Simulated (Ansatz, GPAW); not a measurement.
# A 7-layer slab of Ru(0001): work function by functional and basis

Wanted: work functions and dipole of a 7-layer slab of Ru(0001), with the cost of each level.

Program: GPAW 26.7.0 and Ansatz 0.2.0. Level of theory: Ansatz plane waves; slab in vacuum with a dipole correction, relaxation, in the first sound run; inputs show where later runs differ. Results are calculated unless marked as measured.

### Step 1. Starting point

The cell holds 7 atoms: 7 Ru. Cell: a = 2.700 Å, b = 2.700 Å, c = 28.830 Å, α = 90.0°, β = 90.0°, γ = 60.0°. Vacuum lies along c.

Coordinates:

```cif
data_structure
_symmetry_space_group_name_H-M 'P 1'
_symmetry_Int_Tables_number 1
_cell_length_a 2.7000
_cell_length_b 2.7000
_cell_length_c 28.8304
_cell_angle_alpha 90.000
_cell_angle_beta 90.000
_cell_angle_gamma 60.000
_cell_volume 182.02
loop_
_atom_site_label
_atom_site_type_symbol
_atom_site_fract_x
_atom_site_fract_y
_atom_site_fract_z
_atom_site_occupancy
Ru1 Ru 0.00000 0.00000 0.27748 1
Ru2 Ru 0.66667 0.66667 0.35166 1
Ru3 Ru 0.00000 0.00000 0.42583 1
Ru4 Ru 0.66667 0.66667 0.50000 1
Ru5 Ru 0.00000 0.00000 0.57417 1
Ru6 Ru 0.66667 0.66667 0.64834 1
Ru7 Ru 0.00000 0.00000 0.72252 1
```

### Step 2. Relaxing the atoms

The atoms are relaxed first, since the surface dipole, and with it the work function, follows the positions of the outer layers. The lowest 3 atoms are held at bulk positions and keep their forces.

File input.yaml:

```yaml
crystal:
  lattice:
    - [2.7, 0.0, 0.0]
    - [1.35, 2.3382685902, 0.0]
    - [0.0, 0.0, 28.8304]
  atoms:
    - { symbol: Ru, position: [0.0, 0.0, 0.2774848771] }
    - { symbol: Ru, position: [0.6666666667, 0.6666666667, 0.3516565847] }
    - { symbol: Ru, position: [0.0, 0.0, 0.4258282924] }
    - { symbol: Ru, position: [0.6666666667, 0.6666666667, 0.5] }
    - { symbol: Ru, position: [0.0, 0.0, 0.5741717076] }
    - { symbol: Ru, position: [0.6666666667, 0.6666666667, 0.6483434153] }
    - { symbol: Ru, position: [0.0, 0.0, 0.7225151229] }
kpoints:
  mp_grid: { grid: [13, 13, 1] }
hamiltonian:
  xc: pbe
scf:
  occupations: { method: fermi_dirac, width: 0.1 }
efield:
  axis: 3
  dipole_correction: true
  ramp_width: 0.05
relax:
  f_tol: 0.02
  max_steps: 60
  constraints: [{ sites: [0, 1, 2] }]
output:
  write_potential: true
  write_density: true
  volumetric_format: npy
```

Started as:

```
ansatz run input.yaml --threads 4 --pin off --max-ram 8192MiB --backend cpu --events-out ev --progress --plain --runs-dir out
```

Numbers of over 12 decimals in the logs are rounded to 6 here.

What it wrote:

```text
Engine: ansatz 0.2.0, aarch64-unknown-linux-gnu
Pseudopotentials: kind: paw
Pseudopotential: Ru, paw, valence charge 16, recommended cutoff 420 eV (normal), Ru.paw.azcp
Functional definition: PBE
  parameter kappa = 0.804
  parameter beta = 0.066725
  exchange = pbe_x(kappa = kappa, mu = beta*pi^2/3)
  correlation = pbe_c(beta = beta)
Crystal: 7 atoms, lattice volume = 182.016 Å³
Basis set: ecut = 420 eV, 3607 PW (Γ), exchange–correlation on 40×40×400 points (8 copies of the dense FFT grid, shifted against one another)
Bands: 68, of which v1, the nominal top of the filled ones, is band 56 counted from 1 (55 counted from 0)
Symmetry: 6 space group operations
k-points: 21 of 169 (time reversal used)
Non-local potential: Ru, projectors of the file, l = 0: 3, l = 1: 2, l = 2: 2, l = 3: 1
PAW form: soft (Blöchl's): semilocal exchange-correlation on the pseudo side does not see the compensation charge
PAW one-centre angular grid: Ru, 590 points (default); XC on 64 Gauss nodes
Initial density: superposition of atomic densities (neutral atoms: chi_scale 0, normalization atom), corrected by the library's trained network
Initial wavefunctions: pseudopotential atomic-orbital guess
Functional: x = pbe(κ = 0.804, μ = 0.219515), c = pbe(β = 0.066725)
SCF iter   1: F=—  HF=-41148.854941 eV  |F-HF|=—  |Δ(HF+E_count)|=         —  Δρ=1.35e-2  dr2=5.72e0  ethr=1.77e-3  p=0.000 e·Å  D=1.16e-14 V/Å  ΔV_dip=-0.00 eV  dr2_dipole=1.45e-5  V_vac-E_F(+/−)=4.63/4.63 eV  ⟨swp⟩=7.4  Hψ=5787  notcnv=0  defer=2
efield: sawtooth ramp at fractional position 0.9750 (placed from the atoms, in the widest stretch of the axis that holds none; the zero of the levels goes with the place), width 0.0500; the density the first Hamiltonian is built on has a dipole p = 0.000 e·Å; the dipole correction subtracts the counter field D = 1.16e-14 V/Å, which shifts the + side's vacuum level by -0.00 eV against the − side's; the planar-averaged density in the ramp window peaks in size at 7.7e-6 e/Å³
preconditioner: auto → LDOS  [metal: Δε(μ)=0.006 eV  Ē_g=4.887 eV  σ=0.100 eV  W_gap=0.02  n_scr=22 (ndim 8)  ℏωp=20.6 eV  f_vac=0.436  D(μ)=7.63/eV (n_scr^D=54)  β→1.0]
SCF iter   2: F=—  HF=-41148.803296 eV  |F-HF|=—  |Δ(HF+E_count)|=   5.16e-2  Δρ=3.49e-3  dr2=4.49e-2  ethr=1.77e-3  p=0.000 e·Å  D=2.90e-5 V/Å  ΔV_dip=-0.00 eV  dr2_dipole=5.40e-6  V_vac-E_F(+/−)=4.97/4.97 eV  ⟨swp⟩=1.0  Hψ=1660  notcnv=0  defer=3
SCF iter   3: F=—  HF=-41148.799825 eV  |F-HF|=—  |Δ(HF+E_count)|=   3.47e-3  Δρ=1.38e-3  dr2=1.42e-2  ethr=4.01e-5  p=-0.000 e·Å  D=-1.95e-6 V/Å  ΔV_dip=0.00 eV  dr2_dipole=1.84e-7  V_vac-E_F(+/−)=5.03/5.03 eV  ⟨swp⟩=2.4  Hψ=2393  notcnv=0  defer=4
SCF iter   4: F=—  HF=-41148.799106 eV  |F-HF|=—  |Δ(HF+E_count)|=   7.20e-4  Δρ=3.16e-4  dr2=6.48e-4  ethr=1.26e-5  p=0.000 e·Å  D=3.79e-6 V/Å  ΔV_dip=-0.00 eV  dr2_dipole=5.96e-9  V_vac-E_F(+/−)=5.05/5.05 eV  ⟨swp⟩=1.5  Hψ=1538  notcnv=0  defer=4
SCF iter   5: F=—  HF=-41148.799066 eV  |F-HF|=—  |Δ(HF+E_count)|=   3.94e-5  Δρ=7.60e-5  dr2=1.87e-5  ethr=5.78e-7  p=0.000 e·Å  D=1.68e-6 V/Å  ΔV_dip=-0.00 eV  dr2_dipole=3.10e-10  V_vac-E_F(+/−)=5.06/5.06 eV  ⟨swp⟩=2.1  Hψ=2036  notcnv=0  defer=4
SCF iter   6: F=-41148.799063 eV  HF=-41148.799066 eV  |F-HF|=3.23e-6  |Δ(HF+E_count)|=   3.71e-7  Δρ=2.80e-5  dr2=5.21e-6  ethr=8.93e-9  p=0.000 e·Å  D=7.46e-7 V/Å  ΔV_dip=-0.00 eV  dr2_dipole=1.99e-9  V_vac-E_F(+/−)=5.07/5.07 eV  ⟨swp⟩=14.0  Hψ=14284  notcnv=0
SCF 1 converged in 6 iterations: F = -41148.799063 eV  dr2 = 5.21e-6
  greatest PAW one-centre occupation: 0.998 electrons in one spin orbital (limit 2), on the Ru atom at site 0 (counted from 0), in its partial waves of l = 0
relax step   1: F+E_penalty+E_count = -41148.79906256 eV  Δ(F+E_penalty+E_count) = +0.000e0 eV  max|allowed force component| = 6.413e-1 eV/Å  Δτ_max = 0.0000 Å  (6 SCF iters, dr2 threshold 1.00e-5 eV, accepted)
Initial density: handed on by an earlier stage of this run
Initial wavefunctions: those handed on with the density
iter 1 solved again at ethr=2.94e-4 eV; its pass at ethr=3.10e-3 eV (dr2=3.30e-1 eV) is discarded
SCF iter   1: F=—  HF=-41148.841130 eV  |F-HF|=—  |Δ(HF+E_count)|=         —  Δρ=7.50e-3  dr2=3.13e-1  ethr=2.94e-4  p=0.000 e·Å  D=1.36e-6 V/Å  ΔV_dip=-0.00 eV  dr2_dipole=1.21e-2  V_vac-E_F(+/−)=5.06/5.06 eV  ⟨swp⟩=1.6  Hψ=4493  notcnv=0  defer=7
efield: sawtooth ramp at fractional position 0.9750 (handed on by an earlier solve), width 0.0500; the density the first Hamiltonian is built on has a dipole p = 0.000 e·Å; the dipole correction subtracts the counter field D = 1.36e-6 V/Å, which shifts the + side's vacuum level by -0.00 eV against the − side's; the planar-averaged density in the ramp window peaks in size at 1.8e-6 e/Å³
preconditioner: auto → LDOS  [metal: Δε(μ)=0.007 eV  Ē_g=4.891 eV  σ=0.100 eV  W_gap=0.02  n_scr=22 (ndim 8)  ℏωp=20.6 eV  f_vac=0.435  D(μ)=7.57/eV (n_scr^D=54)  β→1.0]
SCF iter   2: F=—  HF=-41148.827766 eV  |F-HF|=—  |Δ(HF+E_count)|=   1.34e-2  Δρ=4.23e-3  dr2=5.25e-2  ethr=2.79e-4  p=0.003 e·Å  D=3.18e-3 V/Å  ΔV_dip=-0.09 eV  dr2_dipole=1.38e-2  V_vac-E_F(+/−)=4.98/5.08 eV  ⟨swp⟩=2.2  Hψ=2451  notcnv=0  defer=7
SCF iter   3: F=—  HF=-41148.819569 eV  |F-HF|=—  |Δ(HF+E_count)|=   8.20e-3  Δρ=1.70e-3  dr2=5.98e-3  ethr=4.69e-5  p=0.001 e·Å  D=1.40e-3 V/Å  ΔV_dip=-0.04 eV  dr2_dipole=2.80e-4  V_vac-E_F(+/−)=5.03/5.07 eV  ⟨swp⟩=3.2  Hψ=3264  notcnv=0  defer=7
SCF iter   4: F=—  HF=-41148.817893 eV  |F-HF|=—  |Δ(HF+E_count)|=   1.68e-3  Δρ=3.00e-4  dr2=2.21e-4  ethr=5.34e-6  p=0.002 e·Å  D=2.12e-3 V/Å  ΔV_dip=-0.06 eV  dr2_dipole=2.37e-6  V_vac-E_F(+/−)=5.01/5.08 eV  ⟨swp⟩=2.5  Hψ=2371  notcnv=0  defer=7
SCF iter   5: F=—  HF=-41148.817865 eV  |F-HF|=—  |Δ(HF+E_count)|=   2.76e-5  Δρ=6.82e-5  dr2=3.84e-5  ethr=1.98e-7  p=0.002 e·Å  D=2.25e-3 V/Å  ΔV_dip=-0.06 eV  dr2_dipole=9.54e-6  V_vac-E_F(+/−)=5.01/5.08 eV  ⟨swp⟩=2.8  Hψ=2860  notcnv=0  defer=7
SCF iter   6: F=-41148.817860 eV  HF=-41148.817865 eV  |F-HF|=4.98e-6  |Δ(HF+E_count)|=   2.55e-7  Δρ=2.62e-5  dr2=5.49e-6  ethr=2.29e-8  p=0.002 e·Å  D=2.35e-3 V/Å  ΔV_dip=-0.07 eV  dr2_dipole=1.02e-6  V_vac-E_F(+/−)=5.01/5.08 eV  ⟨swp⟩=13.7  Hψ=13749  notcnv=0
SCF 2 converged in 6 iterations: F = -41148.817860 eV  dr2 = 5.49e-6
  greatest PAW one-centre occupation: 0.998 electrons in one spin orbital (limit 2), on the Ru atom at site 6 (counted from 0), in its partial waves of l = 0
relax step   2: F+E_penalty+E_count = -41148.81786033 eV  Δ(F+E_penalty+E_count) = -1.880e-2 eV  max|allowed force component| = 3.264e-1 eV/Å  Δτ_max = 0.1029 Å  (6 SCF iters, dr2 threshold 2.57e-5 eV, accepted)
SCF iter   1: F=—  HF=-41148.828325 eV  |F-HF|=—  |Δ(HF+E_count)|=         —  Δρ=2.59e-3  dr2=4.48e-2  ethr=3.50e-4  p=0.002 e·Å  D=2.35e-3 V/Å  ΔV_dip=-0.07 eV  dr2_dipole=1.08e-2  V_vac-E_F(+/−)=5.01/5.08 eV  ⟨swp⟩=2.6  Hψ=2554  notcnv=0  defer=7
efield: sawtooth ramp at fractional position 0.9750 (handed on by an earlier solve), width 0.0500; the density the first Hamiltonian is built on has a dipole p = 0.002 e·Å; the dipole correction subtracts the counter field D = 2.35e-3 V/Å, which shifts the + side's vacuum level by -0.07 eV against the − side's; the planar-averaged density in the ramp window peaks in size at 1.3e-6 e/Å³
preconditioner: auto → LDOS  [metal: Δε(μ)=0.020 eV  Ē_g=4.884 eV  σ=0.100 eV  W_gap=0.05  n_scr=22 (ndim 8)  ℏωp=20.6 eV  f_vac=0.435  D(μ)=7.64/eV (n_scr^D=54)  β→1.0]
SCF iter   2: F=—  HF=-41148.826676 eV  |F-HF|=—  |Δ(HF+E_count)|=   1.65e-3  Δρ=1.38e-3  dr2=5.68e-3  ethr=4.00e-5  p=0.002 e·Å  D=1.65e-3 V/Å  ΔV_dip=-0.05 eV  dr2_dipole=1.39e-3  V_vac-E_F(+/−)=5.03/5.07 eV  ⟨swp⟩=2.4  Hψ=2300  notcnv=0  defer=7
SCF iter   3: F=—  HF=-41148.826089 eV  |F-HF|=—  |Δ(HF+E_count)|=   5.87e-4  Δρ=9.73e-4  dr2=2.65e-3  ethr=5.08e-6  p=0.002 e·Å  D=2.13e-3 V/Å  ΔV_dip=-0.06 eV  dr2_dipole=5.25e-4  V_vac-E_F(+/−)=5.01/5.07 eV  ⟨swp⟩=3.0  Hψ=2907  notcnv=0  defer=7
SCF iter   4: F=—  HF=-41148.825582 eV  |F-HF|=—  |Δ(HF+E_count)|=   5.08e-4  Δρ=8.57e-5  dr2=3.68e-5  ethr=2.37e-6  p=0.002 e·Å  D=1.88e-3 V/Å  ΔV_dip=-0.05 eV  dr2_dipole=4.55e-7  V_vac-E_F(+/−)=5.02/5.07 eV  ⟨swp⟩=2.8  Hψ=2555  notcnv=0  defer=7
SCF iter   5: F=-41148.825575 eV  HF=-41148.825575 eV  |F-HF|=7.04e-8  |Δ(HF+E_count)|=   6.62e-6  Δρ=2.75e-5  dr2=1.50e-6  ethr=5.94e-9  p=0.002 e·Å  D=1.86e-3 V/Å  ΔV_dip=-0.05 eV  dr2_dipole=4.92e-9  V_vac-E_F(+/−)=5.02/5.07 eV  ⟨swp⟩=14.4  Hψ=15258  notcnv=0
SCF 3 converged in 5 iterations: F = -41148.825575 eV  dr2 = 1.50e-6
  Residual-converged pass: ⟨swp⟩=1.0  Hψ=1512  notcnv=0  max |occ|·‖R‖ = 7.0e-9 eV (tolerance 1.0e-8 eV)  dr2=1.50e-6  dr2_onsite=5.25e-8  max |Δocc| = 8.8e-11
relax step   3: F+E_penalty+E_count = -41148.82557499 eV  Δ(F+E_penalty+E_count) = -7.715e-3 eV  max|allowed force component| = 1.138e-2 eV/Å  Δτ_max = 0.0352 Å  (5 SCF iters, dr2 threshold 6.66e-6 eV, accepted)
iter 1 solved again at ethr=1.33e-9 eV; its pass at ethr=3.10e-3 eV (dr2=1.49e-6 eV) is discarded
SCF iter   1: F=—  HF=-41148.825589 eV  |F-HF|=—  |Δ(HF+E_count)|=         —  Δρ=2.74e-5  dr2=1.49e-6  ethr=1.33e-9  p=0.002 e·Å  D=1.86e-3 V/Å  ΔV_dip=-0.05 eV  dr2_dipole=5.17e-9  V_vac-E_F(+/−)=5.02/5.07 eV  ⟨swp⟩=1.3  Hψ=3492  notcnv=0  defer=7
efield: sawtooth ramp at fractional position 0.9750 (handed on by an earlier solve), width 0.0500; the density the first Hamiltonian is built on has a dipole p = 0.002 e·Å; the dipole correction subtracts the counter field D = 1.86e-3 V/Å, which shifts the + side's vacuum level by -0.05 eV against the − side's; the planar-averaged density in the ramp window peaks in size at 1.3e-6 e/Å³
preconditioner: auto → LDOS  [metal: Δε(μ)=0.019 eV  Ē_g=4.884 eV  σ=0.100 eV  W_gap=0.05  n_scr=22 (ndim 8)  ℏωp=20.6 eV  f_vac=0.435  D(μ)=7.64/eV (n_scr^D=54)  β→1.0]
SCF iter   2: F=—  HF=-41148.825576 eV  |F-HF|=—  |Δ(HF+E_count)|=   1.22e-5  Δρ=1.73e-5  dr2=1.45e-6  ethr=1.33e-9  p=0.002 e·Å  D=1.81e-3 V/Å  ΔV_dip=-0.05 eV  dr2_dipole=1.74e-9  V_vac-E_F(+/−)=5.02/5.07 eV  ⟨swp⟩=2.2  Hψ=2380  notcnv=0  defer=7
SCF iter   3: F=—  HF=-41148.825576 eV  |F-HF|=—  |Δ(HF+E_count)|=   3.49e-7  Δρ=6.20e-6  dr2=1.89e-7  ethr=1.29e-9  p=0.002 e·Å  D=1.81e-3 V/Å  ΔV_dip=-0.05 eV  dr2_dipole=8.90e-10  V_vac-E_F(+/−)=5.02/5.07 eV  ⟨swp⟩=2.1  Hψ=2223  notcnv=0  defer=7
SCF iter   4: F=-41148.825576 eV  HF=-41148.825576 eV  |F-HF|=1.41e-9  |Δ(HF+E_count)|=   2.91e-8  Δρ=1.56e-6  dr2=1.17e-8  ethr=8.93e-11  p=0.002 e·Å  D=1.79e-3 V/Å  ΔV_dip=-0.05 eV  dr2_dipole=1.10e-10  V_vac-E_F(+/−)=5.02/5.07 eV  ⟨swp⟩=11.9  Hψ=11364  notcnv=0
SCF 4 converged in 4 iterations: F = -41148.825576 eV  dr2 = 1.17e-8
relax step   4: F+E_penalty+E_count = -41148.82557598 eV  Δ(F+E_penalty+E_count) = -9.910e-7 eV  max|allowed force component| = 1.168e-2 eV/Å  Δτ_max = 0.0000 Å  (4 SCF iters, accepted)
NSCF: frozen V_eff on 21 k-points
the search or the solves at the SCF's close seem to have found levels that the self-consistency loop had missed (the run counts 1). By its estimate they hold 1.18e-7 electrons. The energies and the density leave them out; if the run goes on with those levels, later outputs use occupations computed again with them
WARN: The output density's exchange-correlation potential varies sharply where the density is thin. Do not read a vacuum level from v_tot or v_xc, or from such a field of the output density. On a cell that repeats whose density bears no net charge and no dipole along the vacuum's axis use v_es (v_loc + v_h of the components); under efield.dipole_correction with no amplitude use v_es + v_field, which holds any externa [...]
SCF converged after 4 iterations
Free energy (F): -41148.825576 eV
Harris-Foulkes:  -41148.825576 eV  (|F-HF|=1.41e-9)
Internal energy: -41148.577819 eV  (E = F + TS)
E sigma→0 (E₀):  -41148.701697 eV
Entropy (-TS):   -0.247757 eV (-35.394 meV/atom)
Fermi energy:    9.931879 eV
Dipole field:    D = 0.001778 V/Å  (p = 0.001789 e·Å, saw-weighted, corrected)
Work function:   Φ+ = 5.0220 eV   Φ− = 5.0733 eV
Levels:          The Fermi level and band energies are counted from a zero that moves with the ramp; work functions are not
--- Per-component energies (eV) ---
  E_band       = -1884.549217
  E_kinetic    = 3596.799562
  E_local      = -209805.943798  (includes V_loc(G=0)·N_el)
  E_nonlocal   = 2403.112528
  E_hartree    = 102572.586374
  E_xc         = -1331.359709
  E_vxc        = -1671.123689  (∫ρ·V_xc dr)
  E_paw        = -24225.668081  (= ΣΔE_a)
  E_vpaw       = -1552.581925  (= ΣTr[D̂ρ^β])
  E_aug_tail   = -0.001359  (compensation charges beyond the density's cutoff)
  E_efield     = 0.000002  (sawtooth field / dipole correction)
  E_vefield    = -0.004521  (∫n·V_field dr)
  E_ewald      = 85641.896663
  E_smearing   = -0.247757  (= −TS)
  E_closure    = -0.000000  (closes the sum)
  Σ components = -41148.825576   (vs F -41148.825576, Δ=0.00e0)
--- Forces (eV/Å), atoms counted from 1 ---
  atom   1  Ru     0.00000000    -0.00000000     0.54598529
  atom   2  Ru    -0.00000000    -0.00000000    -0.58866085
  atom   3  Ru     0.00000000     0.00000000     0.04056686
  atom   4  Ru     0.00000000    -0.00000000     0.01008498
  atom   5  Ru     0.00000000     0.00000000    -0.01168367
  atom   6  Ru    -0.00000000    -0.00000000    -0.00332312
  atom   7  Ru    -0.00000000    -0.00000000     0.00700166
  max |Σ_I F_I| component: 2.88e-5 eV/Å
--- Band table (eV; the first three rows and the last of 21) ---
  k-point 0: bands = [... 52 lower, 7.9972, 8.2338, 8.8278, 8.8278, 9.3008, 9.3008, 9.4321, 9.9419, ... 8 higher]
  k-point 1: bands = [... 52 lower, 8.1534, 8.2420, 8.6546, 8.7478, 9.0651, 9.2081, 9.2430, 9.7647, ... 8 higher]
  k-point 2: bands = [... 52 lower, 8.1964, 8.2509, 8.5893, 8.6473, 8.7851, 8.7885, 9.2171, 9.2623, ... 8 higher]
  k-point 20: bands = [... 52 lower, 8.7867, 9.3586, 10.2279, 10.4947, 10.5340, 10.7615, 10.9831, 11.0160, ... 8 higher]
--- Relaxed structure (4 steps of the walk, 4 accepted, 0 SCFs on fresh bases) ---
  F+E_penalty+E_count = -41148.82557598 eV   max|allowed force component| = 1.168e-2 eV/Å
  atoms:
    - { symbol: Ru, position: [0, 0, 0.277485] }
    - { symbol: Ru, position: [0.666667, 0.666667, 0.351657] }
    - { symbol: Ru, position: [0, 0, 0.425828] }
    - { symbol: Ru, position: [0.666667, 0.666667, 0.500923] }
    - { symbol: Ru, position: [2.2258552984002963e-18, 0, 0.576049] }
    - { symbol: Ru, position: [0.666667, 0.666667, 0.650806] }
    - { symbol: Ru, position: [2.9653595913178114e-19, 0, 0.722765] }
```

Wall time 20 s (4 threads of Arm Neoverse V2, shared host); peak memory 0.64 GiB; 79 s of CPU time.

The steps of the relaxation:

```tsv
step	energy less that of the first step (eV)	largest force component (eV/Å)
1	0.0000	0.6413
2	-0.0188	0.3264
3	-0.0265	0.0114
4	-0.0265	0.0117
```

Forces are held to the 6 operations that the run works with; a distortion that breaks them can't arise in this run.

The atoms that moved most (Å):

```tsv
atom	dx	dy	dz	length
Ru6	0.000	0.000	0.071	0.071
Ru5	0.000	0.000	0.054	0.054
Ru4	0.000	0.000	0.027	0.027
Ru7	0.000	0.000	0.007	0.007
```

Numbers from this step:

```
free energy             : -41148.8256 eV
smearing term TS        : 0.2478 eV
symmetry operations     : 6
upper work function     : 5.022 eV
lower work function     : 5.073 eV
dipole along the normal : 0.001789 e·Å
dipole field            : 0.001778 V/Å
vacuum level above      : 14.95 eV
vacuum level below      : 15.01 eV
```

The electrostatic potential energy of an electron (with the applied field's), less the Fermi level, planar mean oscillates, so the rows of the table below give means over windows of 2.16 Å about each position, cut where the curve ends. Its maxima inside the range that stand out by 2 % of the span (Å: eV): 9.1: -1.84, 11.2: -2.06, 13.4: -1.77, 15.6: -1.75, 17.7: -1.94, 19.7: -2.70. Its minima: 8.1: -28.2, 10.1: -28.7, 12.3: -28.7, 14.4: -28.7, 16.6: -28.7, 18.7: -28.9, 20.9: -28.3.

The electrostatic potential energy of an electron (with the applied field's), less the Fermi level, planar mean by z; means over each step:

```tsv
z (Å)	electrostatic potential energy of an electron (with the applied field's), less the Fermi level, planar mean (eV)
1.08	5.07
3.24	5.07
5.40	4.82
7.56	-12.7
9.72	-14.8
11.88	-14.8
14.04	-14.6
16.20	-14.6
18.36	-14.8
20.52	-14.8
22.68	3.23
24.84	5.01
27.00	5.02
```

The valence density, planar mean oscillates, so the rows of the table below give means over windows of 2.16 Å about each position, cut where the curve ends. Its maxima inside the range that stand out by 2 % of the span (Å: e/Å³): 8.1: 2.18, 10.1: 2.21, 12.3: 2.21, 14.4: 2.20, 16.6: 2.21, 18.7: 2.22, 20.9: 2.19. Its minima: 9.1: 0.375, 11.2: 0.375, 13.4: 0.361, 15.6: 0.360, 17.7: 0.367, 19.7: 0.414.

The valence density, planar mean by z; means over each step:

```tsv
z (Å)	valence density, planar mean (e/Å³)
3.24	3.8e-5
5.40	0.00891
7.56	1.06
9.72	1.18
11.88	1.18
14.04	1.17
16.20	1.17
18.36	1.18
20.52	1.19
22.68	0.0705
24.84	2.7e-4
27.00	0
```

The relaxation lowered the energy of the cell by 0.0265 eV.

(Continued in part 2 of 3.)

[Logs are printed without paths, hosts, clocks, repeated set-up lines and the standing remarks that a program may print on its own settings, such as how far it seeks lower states.]

[Hosts, paths, dates, database ids (printed as entryN), source tags and the programs' standing remarks are cut or masked in the printed files.]
